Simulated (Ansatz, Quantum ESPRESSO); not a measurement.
# BN (F-43m): phonons by linear response, part 3 of 4

How does BN (F-43m) vibrate, and is this structure a minimum?

Quantum ESPRESSO 7.5; DFT PBE, scalar-relativistic, plane waves, GBRV ultrasoft pseudopotentials.

So far, highest frequency (cm⁻¹): step 7 (dispersion) 1264. The relaxed cell has a = 3.623 Å (conventional setting).

## 9. Zone-centre analysis

A rigid shift of the crystal must cost nothing, but grids and finite bases break this; the acoustic sum rule is imposed before the matrix is diagonalised again. With Born charges the intensities follow, and the static dielectric tensor.

dynmat.in reads:

```
&input
   fildyn = 'x.dyn1'
   asr = 'simple'
   fileig = 'dynmat.eig'
   lperm = .true.
/
```

Run with:

```sh
$ dynmat.x -in dynmat.in > dynmat.out
```

Numbers of over 12 decimals in the logs are rounded to 6 here.

The program printed:

```text
[banner, memory and clock lines left out]
Program DYNMAT v.7.5

     Reading Dynamical Matrix from file x.dyn1
     ...Force constants read
     ...epsilon and Z* read
     A direction for q was not specified:TO-LO splitting will be absent

     Polarizability (A^3 units)
     multiply by 0.454102 for Clausius-Mossotti correction
         3.413380    0.000000    0.000000
         0.000000    3.413380    0.000000
         0.000000   -0.000000    3.413380

     IR activities are in (D/A)^2/amu units

# mode   [cm-1]    [THz]      IR
    1      0.00    0.0000    0.0000
    2      0.00    0.0000    0.0000
    3      0.00    0.0000    0.0000
    4   1027.33   30.7985   13.9081
    5   1027.33   30.7985   13.9081
    6   1027.33   30.7985   13.9081

Electronic dielectric permittivity tensor (relative, adimensional)
         4.606452    0.000000    0.000000
         0.000000    4.606452    0.000000
         0.000000   -0.000000    4.606452

 ... with zone-center polar mode contributions
         6.969588    0.000000    0.000000
         0.000000    6.969588    0.000000
         0.000000    0.000000    6.969588
```

Elapsed: 0.45 s, on 1 thread of Arm Neoverse V2, shared host.

This step gave:

```
highest optical zone-centre mode (no LO-TO term) : 1027 cm⁻¹
lowest optical zone-centre mode                  : 1027 cm⁻¹
mean static dielectric constant                  : 6.970
```

Unit eigenvectors of the mass-weighted matrix after the sum rule; no LO-TO term. The modes at Γ (shares of kinetic energy by element, %):

```
mode  frequency (cm⁻¹)  symmetry  B %  N %
   1               0.0  acoustic   44   56
   2               0.0  acoustic   44   56
   3               0.0  acoustic   44   56
   4            1027.3        T2   56   44
   5            1027.3        T2   56   44
   6            1027.3        T2   56   44
```

Displacements in mode 5 (1027.3 cm⁻¹), the largest set to 1:
```
B1   0.00  0.00  1.00
N2   0.00  0.00 -0.77
```

Degenerate modes summed, no LO-TO term. Lines of the infrared spectrum (strongest = 100):

```
position (cm⁻¹)  lines merged  label  IR intensity, relative
           1027             3     T2                     100
```

Static dielectric tensor (ions relaxed, fixed cell):

```
6.97 0.00 0.00
0.00 6.97 0.00
0.00 0.00 6.97
```

The rule also moves an optical mode by 0.4 cm⁻¹.

## 10. Sum rules set otherwise (asr no)

Without the rule the raw error of the acoustic modes shows.

dynmat.in reads:

```
&input
   fildyn = 'x.dyn1'
   asr = 'no'
   fileig = 'dynmat.eig'
   lperm = .true.
/
```

Run with:

```sh
$ dynmat.x -in dynmat.in > dynmat.out
```

The program printed:

```text
[banner, memory and clock lines left out]
Program DYNMAT v.7.5

     Reading Dynamical Matrix from file x.dyn1
     ...Force constants read
     ...epsilon and Z* read
     A direction for q was not specified:TO-LO splitting will be absent

     Polarizability (A^3 units)
     multiply by 0.454102 for Clausius-Mossotti correction
         3.413380    0.000000    0.000000
         0.000000    3.413380    0.000000
         0.000000   -0.000000    3.413380

     IR activities are in (D/A)^2/amu units

# mode   [cm-1]    [THz]      IR
    1     26.32    0.7890    0.0000
    2     26.32    0.7890    0.0000
    3     26.32    0.7890    0.0000
    4   1027.73   30.8105   13.9067
    5   1027.73   30.8105   13.9067
    6   1027.73   30.8105   13.9067

Electronic dielectric permittivity tensor (relative, adimensional)
         4.606452    0.000000    0.000000
         0.000000    4.606452    0.000000
         0.000000   -0.000000    4.606452

 ... with zone-center polar mode contributions
         6.970151    0.000000    0.000000
         0.000000    6.970151    0.000000
         0.000000    0.000000    6.970151
```

The job ended after 0.45 s (1 thread).

Read from the output:

- highest optical zone-centre mode (no LO-TO term): 1028 cm⁻¹
- lowest optical zone-centre mode: 1028 cm⁻¹

Zone-centre frequencies as printed; negative means imaginary. Modes:

```
mode  frequency (cm⁻¹)
   1             26.32
   2             26.32
   3             26.32
   4              1028
   5              1028
   6              1028
```

Against the first rule no mode moves by more than 26.4 cm⁻¹.

## 11. Sum rules set otherwise: a sum rule for molecules or wires on a crystal

This rule also removes rotations, which suits wires and not a crystal; it is tried to see the harm.

dynmat.in reads:

```
&input
   fildyn = 'x.dyn1'
   asr = 'one-dim'
   fileig = 'dynmat.eig'
   lperm = .true.
/
```

Run with:

```sh
$ dynmat.x -in dynmat.in > dynmat.out
```

The program printed:

```text
[banner, memory and clock lines left out]
Program DYNMAT v.7.5

     Reading Dynamical Matrix from file x.dyn1
     ...Force constants read
     ...epsilon and Z* read
asr rotation axis in 1D system=    3
     Acoustic Sum Rule: || Z*(ASR) - Z*(orig)|| =    2.712226E+00
     Acoustic Sum Rule: ||dyn(ASR) - dyn(orig)||=    9.753983E-01
     A direction for q was not specified:TO-LO splitting will be absent

     Polarizability (A^3 units)
     multiply by 0.454102 for Clausius-Mossotti correction
         3.413380    0.000000    0.000000
         0.000000    3.413380    0.000000
         0.000000   -0.000000    3.413380

     IR activities are in (D/A)^2/amu units

# mode   [cm-1]    [THz]      IR
    1     -0.00   -0.0000    0.0000
    2     -0.00   -0.0000    0.0000
    3      0.00    0.0000    0.0000
    4      0.00    0.0000    0.0000
    5   1027.67   30.8088   13.9081
    6   1027.67   30.8088   13.9081

Electronic dielectric permittivity tensor (relative, adimensional)
         4.606452    0.000000    0.000000
         0.000000    4.606452    0.000000
         0.000000   -0.000000    4.606452

 ... with zone-center polar mode contributions
         5.787232   -1.180780    0.000000
        -1.180780    5.787232    0.000000
         0.000000    0.000000    6.968012
```

Wall time 0.45 s (1 thread).

The run ended normally, but on settings that are not sound.

The fault: a sum rule for molecules or wires on a crystal; 1 optical mode is projected out to zero frequency, as if it were a rotation, and the static dielectric tensor is spoilt.

For a crystal the rule has to be 'simple' or 'crystal'.

Zone-centre frequencies as printed; negative means imaginary. Modes:

```
mode  frequency (cm⁻¹)
   1                 0
   2                 0
   3                 0
   4                 0
   5              1028
   6              1028
```

## 12. The LO-TO splitting (1 0 0)

A longitudinal polar mode sets up a macroscopic field that stiffens it; the term hangs on the direction from which q goes to zero.

dynmat.in reads:

```
&input
   fildyn = 'x.dyn1'
   asr = 'simple'
   fileig = 'dynmat.eig'
   q(1) = 1.0
   q(2) = 0.0
   q(3) = 0.0
/
```

Run with:

```sh
$ dynmat.x -in dynmat.in > dynmat.out
```

The program printed:

```text
[banner, memory and clock lines left out]
Program DYNMAT v.7.5

     Reading Dynamical Matrix from file x.dyn1
     ...Force constants read
     ...epsilon and Z* read

     Polarizability (A^3 units)
     multiply by 0.454102 for Clausius-Mossotti correction
         3.413380    0.000000    0.000000
         0.000000    3.413380    0.000000
         0.000000   -0.000000    3.413380

     IR activities are in (D/A)^2/amu units

# mode   [cm-1]    [THz]      IR
    1     -0.00   -0.0000    0.0000
    2      0.00    0.0000    0.0000
    3      0.00    0.0000    0.0000
    4   1027.33   30.7985   13.9081
    5   1027.33   30.7985   13.9081
    6   1263.66   37.8835   13.9081
```

The job ended after 0.45 s (1 thread).

Numbers from this step:

```
highest mode moved by the LO-TO term : 1264 cm⁻¹
```

Zone-centre frequencies as printed; negative means imaginary. Modes:

```
mode  frequency (cm⁻¹)
   1                 0
   2                 0
   3                 0
   4              1027
   5              1027
   6              1264
```

The field moves one mode, from 1027 to 1264 cm⁻¹; the others stay.

## 13. The dispersion under another sum rule (asr all)

The sum rule corrects the force constants themselves, so it can shift branches at any wavevector, low ones most.

matdyn.in reads:

```
&input
   asr = 'all'
   flfrc = 'x.fc'
   flfrq = 'x.freq'
   flvec = 'x.modes'
   q_in_band_form = .true.
   q_in_cryst_coord = .true.
/
8
  0.0000000   0.0000000   0.0000000   8  ! GAMMA
 -0.0000000   0.5000000   0.5000000   8  ! X
 -0.0000000   0.6250000   0.3750000   1  ! U
 -0.3750000   0.3750000  -0.0000000   8  ! K
  0.0000000   0.0000000   0.0000000   8  ! GAMMA
 -0.0000000   0.5000000   0.0000000   8  ! L
 -0.2500000   0.5000000   0.2500000   8  ! W
 -0.0000000   0.5000000   0.5000000   1  ! X
```

Run with:

```sh
$ matdyn.x -in matdyn.in > matdyn.out
```

The program printed:

```text
[banner, memory and clock lines left out]
Program MATDYN v.7.5

 mass for atomic type   1 not given; uses mass from file x.fc
 mass for atomic type   2 not given; uses mass from file x.fc

     WARNING: To use asr = 'all' for infrared-active solids, i.e., solids with nonzero
     Born effective charge, one must set read_lr = .true. in the matdyn.x input. Also,
     the flfrc file must have been constructed with write_lr = .true. in the q2r.x input.
     If the system is infrared inactive and you have nonzero Born effective charge due to
     numerical noise, you can ignore this warning.

 Norm of the difference between old and new effective charges:    1.5177e-16

 Huang before:    1   1   1   2,   residual stress:  -0.000000
 Huang before:    1   1   1   3,   residual stress:   0.000000
 Huang before:    1   1   2   2,   residual stress:   1e-16
 Huang before:    1   1   2   3,   residual stress:   0.000000
 Huang before:    1   1   3   3,   residual stress:   1e-16
 Huang before:    1   2   1   3,   residual stress:   0.000000
 Huang before:    1   2   2   2,   residual stress:   0.000000
 Huang before:    1   2   2   3,   residual stress:  -0.000000
 Huang before:    1   2   3   3,   residual stress:   0.000000
 Huang before:    1   3   2   2,   residual stress:  -0.000000
 Huang before:    1   3   2   3,   residual stress:  -0.000000
 Huang before:    1   3   3   3,   residual stress:  -0.000000
 Huang before:    2   2   2   3,   residual stress:   0.000000
 Huang before:    2   2   3   3,   residual stress:   1e-16
 Huang before:    2   3   3   3,   residual stress:  -0.000000

 Norm of the difference between old and new force-constants:   0.00018212

   You are using asr="all", please consider citing C. Lin, S. Ponc\'e and N. Marzari, npj Comput Mater 8, 236 (2022).
```

Elapsed: 0.47 s, on 1 thread.

At the labelled points the branches move by no more than 0.8 cm⁻¹. The log warns that this rule wants the long-range part of the force constants stored apart (write_lr, read_lr) in a polar crystal, which was not done.

## 14. A changed mass

Force constants don't depend on the masses, so an isotope effect costs no new response.

matdyn.in reads:

```
&input
   asr = 'simple'
   flfrc = 'x.fc'
   flfrq = 'x.freq'
   flvec = 'x.modes'
   q_in_band_form = .true.
   q_in_cryst_coord = .true.
   amass(1) = 21.62
   amass(2) = 14.007
/
8
  0.0000000   0.0000000   0.0000000   8  ! GAMMA
 -0.0000000   0.5000000   0.5000000   8  ! X
 -0.0000000   0.6250000   0.3750000   1  ! U
 -0.3750000   0.3750000  -0.0000000   8  ! K
  0.0000000   0.0000000   0.0000000   8  ! GAMMA
 -0.0000000   0.5000000   0.0000000   8  ! L
 -0.2500000   0.5000000   0.2500000   8  ! W
 -0.0000000   0.5000000   0.5000000   1  ! X
```

Run with:

```sh
$ matdyn.x -in matdyn.in > matdyn.out
```

The program printed:

```text
[banner, memory and clock lines left out]
Program MATDYN v.7.5
```

The job ended after 0.46 s (1 thread).

Matdyn.x, sum rule simple. The phonon branches at the labelled points (cm⁻¹):

```
    point  branch 1  branch 2  branch 3  branch 4  branch 5  branch 6
        Γ         0         0         0       870       870      1071
  halfway       379       379       533       850       850      1056
        X       535       535       806       815       815       999
  halfway       532       562       784       813       831       993
        U       518       609       726       808       865       984
jump to K       518       609       726       808       865       984
  halfway       346       430       541       836       873      1032
        Γ         0         0         0       870       870      1071
  halfway       289       289       513       851       851      1052
        L       397       397       756       832       832      1004
  halfway       476       545       707       821       873       986
        W       556       652       681       826       863       968
  halfway       546       573       764       821       835       987
        X       535       535       806       815       815       999
```

The phonon branches as a text plot (rows in cm⁻¹):

```
   1048 |**********             ***************
   1004 |          *************               ********      ****
    959 |                                              ******
    914 |
    870 |*******         ********************       *********
    825 |       *****************            ********************
    781 |          ** ***                                    ****
    736 |         *      **                     ******      *
    691 |                  *                   *      ******
    647 |       **          **                          ****
    602 |                *******             **        *    *
    558 |             ***       *                     *  ********
    513 |     **  **********  **            *        * **
    468 |                   **                      * *
    424 |    *  **            *****               ****
    379 |     **                           *   ***
    335 |                       *****        **
    290 |  ***                   **      ** *
    245 |                          **      *
    201 |  **                      **
    156 | *                          *  ***
    112 | *                          *
     67 |                               *
     22 |*                            **
         Γ           X  U|K            Γ         L        W     X
```

The top of the path falls from 1264 to 1071 cm⁻¹, a ratio of 0.85; a mode of that atom alone would give 0.71.

(Part 3 of 4 ends here.)

[Host names and launcher messages were left out of these logs when they were recorded.]

[Logs are printed without paths, hosts, clocks, repeated set-up lines and the standing remarks that a program may print on its own settings, such as how far it seeks lower states.]

[Hosts, paths, dates, database ids (printed as entryN), source tags and the programs' standing remarks are cut or masked in the printed files.]
